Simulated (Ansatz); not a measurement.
# How RbZnCl3 (model structure) absorbs and reflects light, part 2 of 2

Wanted: where RbZnCl3 (model structure) starts to absorb, how strongly, and its refractive index. The structure is a model built here, which may or may not match a known phase. It was built so: All F replaced by Cl and K replaced by Rb in the Pm-3m structure of KZnF3.

Ansatz 0.2.0; DFT, PBE, plane-wave PAW, default files, scalar-relativistic, independent-particle optical response without local fields.

So far. Step 3 (Ground state and bands): There is a gap, 1.39 eV on the path, so no carriers' term is needed. The cell is left with a pressure of 0.0 GPa after its relaxation.

### Step 4. Spectrum

The spectrum is a sum over vertical transitions between filled and empty bands at the fixed density, so many empty bands are needed.

This step: DFT, PBE, plane-wave PAW, default files, scalar-relativistic, independent-particle optical response without local fields (Ansatz 0.2.0).

input.yaml

```yaml
crystal:
  lattice:
    - [5.0087695717, 0.0, 0.0]
    - [0.0, 5.0087695717, 0.0]
    - [0.0, 0.0, 5.0087695717]
  atoms:
    - { symbol: Rb, position: [0.0, 0.0, 0.0] }
    - { symbol: Zn, position: [0.5, 0.5, 0.5] }
    - { symbol: Cl, position: [0.5, 0.0, 0.5] }
    - { symbol: Cl, position: [0.0, 0.5, 0.5] }
    - { symbol: Cl, position: [0.5, 0.5, 0.0] }
kpoints:
  mp_grid: { grid: [5, 5, 5] }
scf:
  occupations: { method: fixed }
hamiltonian:
  xc: pbe
  pseudopotentials: { kind: paw }
output:
  optics:
    e_range: [0, 20]
    de: 0.05
    sigma: 0.2
    nscf_kmesh: { grid: [6, 6, 6] }
    bands: auto
```

Started as:

```bash
$ ansatz run input.yaml --threads 2 --pin off --max-ram 5120MiB --backend cpu --events-out ev --progress --plain --runs-dir out
```

Numbers of over 12 decimals in the logs are rounded to 6 here.

What it wrote:

```text
[...]
Crystal: 5 atoms, lattice volume = 125.659 Å³
Basis set: ecut = 420 eV, 2517 PW (Γ)
Bands: 26, of which v1, the nominal top of the filled ones, is band 21 counted from 1 (20 counted from 0)
Symmetry: 48 space group operations
[...]
k-points: 10 of 125
[...]
SCF iter   1: F=—  HF=-9831.992830 eV  |F-HF|=—  |Δ(HF+E_count)|=         —  Δρ=3.88e-4  dr2=1.08e-4  ethr=1.77e-3  ⟨swp⟩=5.9  Hψ=1212  notcnv=0  defer=29
[...]
SCF iter   9: F=-9831.992650 eV  HF=-9831.992650 eV  |F-HF|=5.46e-12  |Δ(HF+E_count)|=  4.55e-11  Δρ=3.12e-8  dr2=2.12e-12  ethr=1.00e-12  ⟨swp⟩=9.4  Hψ=1063  notcnv=0
SCF 1 converged in 9 iterations: F = -9831.992650 eV  dr2 = 2.12e-12
[...]
output.optics: what the bands over the 101 summed would add to eps1, eps2 and the energy-loss function is held between a lower and an upper bound (6 Lanczos steps). eps1, eps2 and their loss function (loss_summed_bands) are given on every row as the summed bands alone make them. Along an axis, on a row where the two bounds hold the loss function to about 1 % of the greater of itself and 0.5 % of |1/eps|, its cell (loss_completed) is given, with the completed eps1 and eps2 that it is formed of (a cell that is left empty reads nan in the table and null in the record). The two bounds hold it so along every axis on all 401 rows up to 20.000 eV. [rest of the remark cut]
SCF converged after 9 iterations
Free energy (F): -9831.992650 eV
[...]
Internal energy: -9831.992650 eV  (E = F + TS)
E sigma→0 (E₀):  -9831.992650 eV
Fermi energy:    2.821456 eV
[...]
--- Band table (eV; the first three rows and the last of 10) ---
  k-point 0: bands = [... 17 lower, 2.1733, 2.4845, 2.4845, 2.4845, 4.2905, 8.7324, 9.8545, 9.8545, ... 1 higher]
  k-point 1: bands = [... 17 lower, 2.1142, 2.1142, 2.4113, 2.4113, 5.1669, 9.2475, 10.1920, 10.2864, ... 1 higher]
  k-point 2: bands = [... 17 lower, 2.0098, 2.0098, 2.3003, 2.3003, 6.7266, 10.3188, 10.9179, 11.1530, ... 1 higher]
  k-point 9: bands = [... 17 lower, 2.4442, 2.8114, 2.8114, 2.8215, 8.6560, 9.6622, 9.6622, 10.3731, ... 1 higher]
```

The job ended after 19 s (2 threads of AMD EPYC 9R45, shared host; peak memory 0.98 GiB; 36 s of CPU time).

Numbers from this step:

```
electronic dielectric constant ε∞, mean over x, y and z (by symmetry where fewer were run)                                                          : 3.887
absorption onset, first axis (α over 10⁴ cm⁻¹, or the direct gap if that lies higher)                                                               : 1.834 eV
main peak of Im epsilon, first axis                                                                                                                 : 9.325 eV
photocurrent from vertical transitions in a film 500 nm thick on a perfect mirror (two passes), AM1.5G, no front reflection, all carriers collected : 17.85 mA/cm²
least direct gap on the mesh                                                                                                                        : 1.806 eV
bands summed                                                                                                                                        : 101
spectra valid up to                                                                                                                                 : 37.74 eV
program's estimate of the k-sum error in Im epsilon                                                                                                 : 0.03 %
electrons in the f-sum                                                                                                                              : 29.65
```

Im ε, any direction against photon energy; read off at these points:

| photon energy (eV) | Im ε, any direction |
| --- | --- |
| 1.00 | 0 |
| 1.50 | 0.00393 |
| 2.00 | 0.456 |
| 2.50 | 0.690 |
| 3.00 | 0.733 |
| 3.50 | 0.771 |
| 4.00 | 0.842 |
| 4.50 | 1.25 |
| 5.00 | 2.29 |
| 5.50 | 2.80 |
| 6.00 | 2.46 |
| 6.50 | 2.25 |
| 7.00 | 2.41 |
| 7.50 | 2.73 |
| 8.00 | 3.51 |
| 8.50 | 4.15 |
| 9.00 | 4.25 |
| 9.30 | 4.88 |
| 9.50 | 4.47 |
| 10.00 | 3.50 |
| 10.50 | 2.79 |
| 11.00 | 2.69 |
| 11.50 | 2.61 |
| 12.00 | 3.65 |
| 12.50 | 2.35 |
| 13.00 | 1.96 |
| 13.50 | 1.52 |
| 14.00 | 1.27 |
| 14.50 | 1.48 |
| 15.00 | 1.33 |
| 15.50 | 1.33 |
| 16.00 | 1.70 |
| 16.50 | 2.02 |
| 17.00 | 1.91 |
| 17.40 | 2.12 |
| 17.50 | 2.08 |
| 18.00 | 1.57 |
| 18.50 | 1.65 |
| 19.00 | 1.00 |
| 19.50 | 0.871 |
| 20.00 | 1.03 |

Re ε, any direction against photon energy:

| photon energy (eV) | Re ε, any direction |
| --- | --- |
| 0.0 | 3.89 |
| 0.5 | 3.91 |
| 1.0 | 3.99 |
| 1.5 | 4.19 |
| 2.0 | 4.48 |
| 2.5 | 4.24 |
| 3.0 | 4.18 |
| 3.5 | 4.25 |
| 4.0 | 4.46 |
| 4.5 | 4.99 |
| 5.0 | 4.85 |
| 5.5 | 4.04 |
| 6.0 | 3.36 |
| 6.5 | 3.67 |
| 7.0 | 3.59 |
| 7.5 | 3.91 |
| 8.0 | 3.72 |
| 8.5 | 2.94 |
| 9.0 | 2.54 |
| 9.5 | 0.777 |
| 10.0 | 0.785 |
| 10.5 | 0.744 |
| 11.0 | 0.749 |
| 11.5 | 1.41 |
| 12.0 | 0.404 |
| 12.5 | -0.446 |
| 13.0 | -0.151 |
| 13.5 | -0.0868 |
| 14.0 | 0.376 |
| 14.5 | 0.502 |
| 15.0 | 0.497 |
| 15.5 | 0.830 |
| 16.0 | 0.962 |
| 16.5 | 0.629 |
| 17.0 | 0.334 |
| 17.5 | -0.0688 |
| 18.0 | 0.0272 |
| 18.5 | -0.369 |
| 19.0 | -0.598 |
| 19.5 | -0.0833 |
| 20.0 | -0.300 |

Values under 1 per cm are given as 1. The absorption coefficient, any direction by photon energy:

photon energy (eV), log10 absorption coefficient, any direction (1/cm) and a bar:
```
      0.0        0.0 
      0.5        0.0 
      1.0        0.0 
      1.5        2.2 ##########
      2.0        4.3 #####################
      2.5        4.6 ######################
      3.0        4.7 #######################
      3.5        4.8 #######################
      4.0        4.9 #######################
      4.5        5.1 ########################
      5.0        5.4 ##########################
      5.5        5.6 ###########################
      6.0        5.6 ###########################
      6.5        5.6 ###########################
      7.0        5.6 ###########################
      7.5        5.7 ###########################
      8.0        5.8 ############################
      8.5        6.0 ############################
      9.0        6.0 #############################
      9.5        6.1 #############################
     10.0        6.1 #############################
     10.5        6.0 #############################
     11.0        6.1 #############################
     11.5        6.0 #############################
     12.0        6.2 ##############################
     12.5        6.2 ##############################
     13.0        6.1 #############################
     13.5        6.1 #############################
     14.0        6.0 #############################
     14.5        6.0 #############################
     15.0        6.0 #############################
     15.5        6.0 #############################
     16.0        6.1 #############################
     16.5        6.2 #############################
     17.0        6.2 ##############################
     17.5        6.3 ##############################
     18.0        6.2 ##############################
     18.5        6.3 ##############################
     19.0        6.3 ##############################
     19.5        6.1 #############################
     20.0        6.2 ##############################
```

The reflectivity at normal incidence, any direction has structure finer than the step of the table below, so its rows give means over 1 eV, whole bins alone (the curve runs from 0 to 20 eV). Peaks (eV: height): 5.2: 17.0, 9.4: 26.0, 12.3: 28.3, 17.6: 23.3, 19.0: 34.0.

The reflectivity at normal incidence, any direction by photon energy; means over each step:

| photon energy (eV) | reflectivity at normal incidence, any direction (%) |
| --- | --- |
| 1 | 11.1 |
| 2 | 12.6 |
| 3 | 12.3 |
| 4 | 13.5 |
| 5 | 16.6 |
| 6 | 14.6 |
| 7 | 14.7 |
| 8 | 18.5 |
| 9 | 22.2 |
| 10 | 21.6 |
| 11 | 16.5 |
| 12 | 23.1 |
| 13 | 22.0 |
| 14 | 13.2 |
| 15 | 9.96 |
| 16 | 10.3 |
| 17 | 16.3 |
| 18 | 21.1 |
| 19 | 28.6 |

Table of refractive index n and extinction k by photon energy:

| photon energy (eV) | n | k |
| --- | --- | --- |
| 0 | 1.97 | 0 |
| 1 | 2.00 | 0 |
| 2 | 2.12 | 0.108 |
| 3 | 2.05 | 0.178 |
| 4 | 2.12 | 0.198 |
| 5 | 2.26 | 0.507 |
| 6 | 1.94 | 0.633 |
| 7 | 1.99 | 0.606 |
| 8 | 2.10 | 0.834 |
| 9 | 1.94 | 1.10 |
| 10 | 1.48 | 1.18 |
| 11 | 1.33 | 1.01 |
| 12 | 1.43 | 1.28 |
| 13 | 0.952 | 1.03 |
| 14 | 0.923 | 0.690 |
| 15 | 0.979 | 0.680 |
| 16 | 1.21 | 0.703 |
| 17 | 1.07 | 0.896 |
| 18 | 0.892 | 0.877 |
| 19 | 0.533 | 0.939 |
| 20 | 0.621 | 0.828 |

From ε follow the optical constants at some laser and lamp lines:

| wavelength (nm) | n | k | R (%) | 1/α |
| --- | --- | --- | --- | --- |
| 1064 | 2.01 | 0.000 | 11.2 | over 1 mm |
| 800 | 2.06 | 0.002 | 11.9 | 28 µm |
| 633 | 2.12 | 0.095 | 13.0 | 528 nm |
| 450 | 2.06 | 0.174 | 12.2 | 205 nm |
| 365 | 2.07 | 0.184 | 12.4 | 158 nm |
| 248 | 2.26 | 0.507 | 16.9 | 39 nm |
| 193 | 1.98 | 0.552 | 13.8 | 28 nm |

Rows near the edge hang on the gap, which this functional as a rule makes too small, and phonon-assisted absorption is left out.

Through 1 µm of it, D65 light comes out orange, dark (x = 0.541, y = 0.383; 4 % transmitted). A larger true gap would move the edge to shorter wavelengths and change the colour.

The f-sum over the summed bands holds 29.7 of the cell's 42 electrons outside the frozen cores, 8 of which lie in bands more than 12 eV below the Fermi level, whose transitions come at higher energies. Up to 20 eV the strength has a mean oscillator energy of 9.7 eV, close to the main peak.

### Step 5. Static response with local fields

A static field by perturbation theory: the induced potential is included, and the Born charges come with it.

This step: DFT, PBE, plane-wave PAW, default files, scalar-relativistic, static field response by perturbation theory with local fields (Ansatz 0.2.0).

Changes to input.yaml since step 4:

```diff
@@ -18,8 +18,2 @@
   pseudopotentials: { kind: paw }
-output:
-  optics:
-    e_range: [0, 20]
-    de: 0.05
-    sigma: 0.2
-    nscf_kmesh: { grid: [6, 6, 6] }
-    bands: auto
+dielectric: {}
```

What it wrote:

```text
[...]
Crystal: 5 atoms, lattice volume = 125.659 Å³
Basis set: ecut = 420 eV, 2517 PW (Γ), exchange–correlation on 72×72×72 points (8 copies of the dense FFT grid, shifted against one another)
Bands: 26, of which v1, the nominal top of the filled ones, is band 21 counted from 1 (20 counted from 0)
Symmetry: 48 space group operations
k-points: 18 of 125 (irreducible under 8 space group operations, time reversal used)
[...]
SCF iter   1: F=—  HF=-9831.992737 eV  |F-HF|=—  |Δ(HF+E_count)|=         —  Δρ=3.89e-4  dr2=1.08e-4  ethr=1.77e-3  ⟨swp⟩=6.1  Hψ=2216  notcnv=0  defer=50
[...]
SCF iter   8: F=-9831.992565 eV  HF=-9831.992565 eV  |F-HF|=3.46e-11  |Δ(HF+E_count)|=  1.42e-10  Δρ=1.27e-7  dr2=3.43e-11  ethr=1.00e-12  ⟨swp⟩=8.1  Hψ=2171  notcnv=0
SCF 1 converged in 8 iterations: F = -9831.992565 eV  dr2 = 3.43e-11
[...]
DFPT response loops at Γ: preconditioner auto → Resta (q_TF=auto, 2.273 Å⁻¹)  ε∞=6.4 (no band partly filled); β = 1.00, the filter's whole step (`scf.mixing.beta` (0.50) is not read by the response loops at its default; to damp them type it under 1.00, their step now; it binds the ground state too); Broyden in place of MSR1
── the response to a field inside a basis, on 6×6×6 k-points: an SCF that follows is theirs, and a resumed run solves both again ──
Bands: 22, of which v1, the nominal top of the filled ones, is band 21 counted from 1 (20 counted from 0)
k-points: 10 of 216
[...]
Eigensolver: Dense (10 Hₖ)
SCF iter   1: F=—  HF=-9831.980923 eV  |F-HF|=—  |Δ(HF+E_count)|=         —  Δρ=1.67e-4  dr2=9.82e-6  ethr=1.00e-1
[...]
SCF iter   4: F=-9831.980930 eV  HF=-9831.980930 eV  |F-HF|=3.87e-8  |Δ(HF+E_count)|=   1.66e-6  Δρ=4.99e-6  dr2=1.90e-8  ethr=1.72e-9
SCF 1 converged in 4 iterations: F = -9831.980930 eV  dr2 = 1.90e-8
[...]
SCF converged after 8 iterations
Free energy (F): -9831.992565 eV
[...]
Internal energy: -9831.992565 eV  (E = F + TS)
E sigma→0 (E₀):  -9831.992565 eV
Fermi energy:    2.821433 eV
[...]
--- Band table (eV; the first three rows and the last of 18) ---
  k-point 0: bands = [... 17 lower, 2.1733, 2.4845, 2.4845, 2.4845, 4.2905, 8.7323, 9.8543, 9.8543, ... 1 higher]
  k-point 1: bands = [... 17 lower, 2.1142, 2.1142, 2.4113, 2.4113, 5.1669, 9.2474, 10.1919, 10.2863, ... 1 higher]
  k-point 2: bands = [... 17 lower, 2.0098, 2.0098, 2.3003, 2.3003, 6.7266, 10.3187, 10.9178, 11.1529, ... 1 higher]
  k-point 17: bands = [... 17 lower, 2.4442, 2.8114, 2.8114, 2.8214, 8.6560, 9.6622, 9.6622, 10.3731, ... 1 higher]
--- Dielectric response (ions clamped): 3 representative field directions + reference, inside a basis on a mesh of 216 k-points (Σ response iterations 12) ---
  ε∞ (high-frequency dielectric tensor):
        3.625082     0.000000     0.000000
        0.000000     3.625082     0.000000
        0.000000     0.000000     3.625082
  Born effective charges Z* (e; rows j = field, columns β = displacement):
    site 0:
         1.28123   -0.00000   -0.00000
         0.00000    1.28123    0.00000
         0.00000    0.00000    1.28123
    site 1:
         2.90727    0.00000   -0.00000
        -0.00000    2.90727    0.00000
         0.00000    0.00000    2.90727
    site 2:
        -0.83116   -0.00000   -0.00000
         0.00000   -2.52619    0.00000
         0.00000    0.00000   -0.83116
    site 3:
        -2.52619   -0.00000    0.00000
        -0.00000   -0.83116    0.00000
        -0.00000    0.00000   -0.83116
    site 4:
        -0.83116    0.00000   -0.00000
        -0.00000   -0.83116    0.00000
         0.00000    0.00000   -2.52619
  Z* charge neutrality: 1.002e-3 e pre-enforcement
  solved inside a basis spanned on kpoints, on 6×6×6 k-points, its susceptibility summed on 10×10×10: ε∞ is read to err by 1.0e-2, Z* by 1.3e-2 e (field_mesh: kpoints solves on kpoints); Z* is corrected for what the basis lacks
```

Elapsed: 11 s, on 2 threads; peak memory 0.7 GiB.

Numbers from this step:

- electronic dielectric constant ε∞, mean over x, y and z (by symmetry where fewer were run): 3.625

ε∞ with local fields:

```
3.63 0.00 0.00
0.00 3.63 0.00
0.00 0.00 3.63
```

Diagonal elements. Born, by row:

| atom | Z*xx (e) | Z*yy (e) | Z*zz (e) |
| --- | --- | --- | --- |
| Rb1 | 1.281 | 1.281 | 1.281 |
| Zn2 | 2.907 | 2.907 | 2.907 |
| Cl3 | -0.831 | -2.526 | -0.831 |
| Cl4 | -2.526 | -0.831 | -0.831 |
| Cl5 | -0.831 | -0.831 | -2.526 |

Mean Born charges are Rb +1.28, Zn +2.91 and Cl -1.40, against formal valences of +1, +2 and -1. That of Zn exceeds its valence by 45 %, the mark of charge moving along hybridised bonds as the atoms shift.

### Step 6. Results

| Property | Result |
| --- | --- |
| gap on the path | 1.39 eV |
| least direct gap on the path | 1.81 eV |
| electronic dielectric constant ε∞, mean over x, y and z (by symmetry where fewer were run) (independent particles) | 3.89 |
| absorption onset, first axis (α over 10⁴ cm⁻¹, or the direct gap if that lies higher) | 1.83 eV |
| main peak of Im epsilon, first axis | 9.32 eV |
| photocurrent from vertical transitions in a film 500 nm thick on a perfect mirror (two passes), AM1.5G, no front reflection, all carriers collected | 17.8 mA/cm² |
| electronic dielectric constant ε∞, mean over x, y and z (by symmetry where fewer were run) (static response with local fields) | 3.63 |

In words: At this level (PBE, independent particles) RbZnCl3 has ε∞ = 3.89 (3.63 with local fields) and n = 1.99 at 1550 nm; absorption sets in near 1.8 eV, and Im ε peaks at 9.3 eV. The cell shrank by 8.9 % in volume. The gap is indirect (1.39 eV), so absorption without phonons can begin only at the direct gap of 1.81 eV. The absorption coefficient passes 10⁴ cm⁻¹ at 1.83 eV, inside the visible range. Distinct maxima of Im ε, read by a parabola through the highest points, lie at 5.56 eV (2.8), 9.32 eV (4.9), 11.96 eV (3.7) and 17.41 eV (2.1). The f-sum over the summed bands holds 29.7 of the cell's 42 electrons outside the frozen cores, 8 of which lie in bands more than 12 eV below the Fermi level, whose transitions come at higher energies. Up to 20 eV the strength has a mean oscillator energy of 9.7 eV, close to the main peak. Through 1 µm of it, D65 light comes out orange, dark (x = 0.541, y = 0.383; 4 % transmitted). A larger true gap would move the edge to shorter wavelengths and change the colour. With local fields and the functional's kernel the static response is 3.63 against 3.89 for independent particles (-7 %). In the base spectrum excitons and phonon-assisted transitions are missing, and so are local fields; PBE gaps are as a rule too small, which pulls the onset down and ε∞ up. In the base run ε includes the program's bounded estimate of what the bands above those summed add.

[Logs are printed without paths, hosts, clocks, repeated set-up lines and the standing remarks that a program may print on its own settings, such as how far it seeks lower states.]

[Hosts, paths, dates, database ids (printed as entryN), source tags and the programs' standing remarks are cut or masked in the printed files.]
